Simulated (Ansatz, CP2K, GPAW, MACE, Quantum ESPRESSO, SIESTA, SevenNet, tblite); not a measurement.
**A faulty GPAW run on random packing of Nb14Si86 (at. %) (102 atoms)**

Program: GPAW 26.7.0, a calculation on a cell of 14 Nb and 88 Si, 19.3 Å³ an atom.

Contents of run.py:

```python
import numpy as np
from ase.io import read
from gpaw import GPAW, FermiDirac

atoms = read("structure.xyz")
atoms.calc = GPAW(
    mode="lcao",
    basis="dzp",
    h=0.2,
    xc="PBE",
    kpts={"size": (1, 1, 1), "gamma": True},
    occupations=FermiDirac(0.05),
    maxiter=60,
    symmetry={"point_group": False},
    nbands=133,
    txt="gpaw.txt",
)
energy = atoms.get_potential_energy(force_consistent=True)
forces = atoms.get_forces()
print(f"energy {energy:.6f} eV")
print("forces (eV/A)")
for i, (a, f) in enumerate(zip(atoms, forces)):
    print(f"{i:4d} {a.symbol:2s} {f[0]:10.5f} {f[1]:10.5f} {f[2]:10.5f}")
print(f"Fermi level {atoms.calc.get_fermi_level():.4f} eV")
for k in range(len(atoms.calc.get_ibz_k_points())):
    for s in range(atoms.calc.get_number_of_spins()):
        e = atoms.calc.get_eigenvalues(kpt=k, spin=s)
        n = np.searchsorted(e, atoms.calc.get_fermi_level())
        print(f"k {k} spin {s} levels about the Fermi level:", np.round(e[max(n - 6, 0):n], 4).tolist(), "|", np.round(e[n:n + 6], 4).tolist())
```

Contents of structure.xyz:

```xyz
102
Lattice="12.54330 0.00000 0.00000 0.00000 12.54330 0.00000 0.00000 0.00000 12.54330" Properties=species:S:1:pos:R:3 pbc="T T T"
Nb 10.64863 4.65632 2.47291
Nb 2.93551 3.56380 1.60730
Nb 9.84649 7.36204 9.26047
Nb 10.23420 5.35135 11.31017
Nb 1.08311 1.56089 9.18082
Nb 4.68292 10.33342 7.05761
Nb 2.71186 11.99528 7.80168
Nb 6.54773 8.55353 5.53009
Nb 10.08983 9.22209 12.03668
Nb 1.30300 7.81811 5.38685
[... 88 atom lines left out ...]
Si 10.26694 2.66257 0.90826
Si 4.85890 5.77945 11.95652
Si 10.96535 9.98221 3.70328
Si 1.31266 10.18679 10.88583
```

Launch:

```console
$ OMP_NUM_THREADS=1 python run.py > output.txt
```

The log of the run:

```text
ValueError: Too few bands!  Electrons: 534.0, bands: 133
```

gpaw.txt:

```text
Input parameters:
  mode=LCAO(),
  basis={'default': 'dzp'},
  h=0.2,
  kpts=MonkhorstPack(size=(1, 1, 1), gamma=True),
  maxiter=60,
  nbands=133,
  occupations=Occupations(name='fermi-dirac', width=0.05, fixmagmom=False),
  symmetry=Symmetry(point_group=False),
  xc=XC(name='PBE')
timing:  # [seconds]
  Total: 0.129  # ━━━━━━━━━━━━━━━━━━━━━━━━━━━━━━━━━━━━━━━━━━━━━━━━━━━━━━━━━━━
  Init:  0.107  # ━━━━━━━━━━━━━━━━━━━━━━━━━━━━━━━━━━━━━━━━━━━━━━━━━
```

It took 1.3 s on 1 thread of Arm Neoverse V2, shared host; peak memory 0.14 GiB.

Banners, paths, timers and routine set-up lines are dropped from the logs unmarked, and long logs keep their key lines alone; longer cuts are marked.

**Question.** Which part of the input is at fault, and how is it mended?

Too few bands: bands 133. Mend: ask for at least half as many bands as electrons, and some more for the smearing.

The program stopped at the start.

[Also dropped from logs without a mark: logging warnings of Python, and SIESTA's first energy breakdown and zero terms.]

[Logs are printed without paths, hosts, clocks, repeated set-up lines and the standing remarks that a program may print on its own settings, such as how far it seeks lower states.]

[Hosts, paths, dates, database ids (printed as entryN), source tags and the programs' standing remarks are cut or masked in the printed files.]
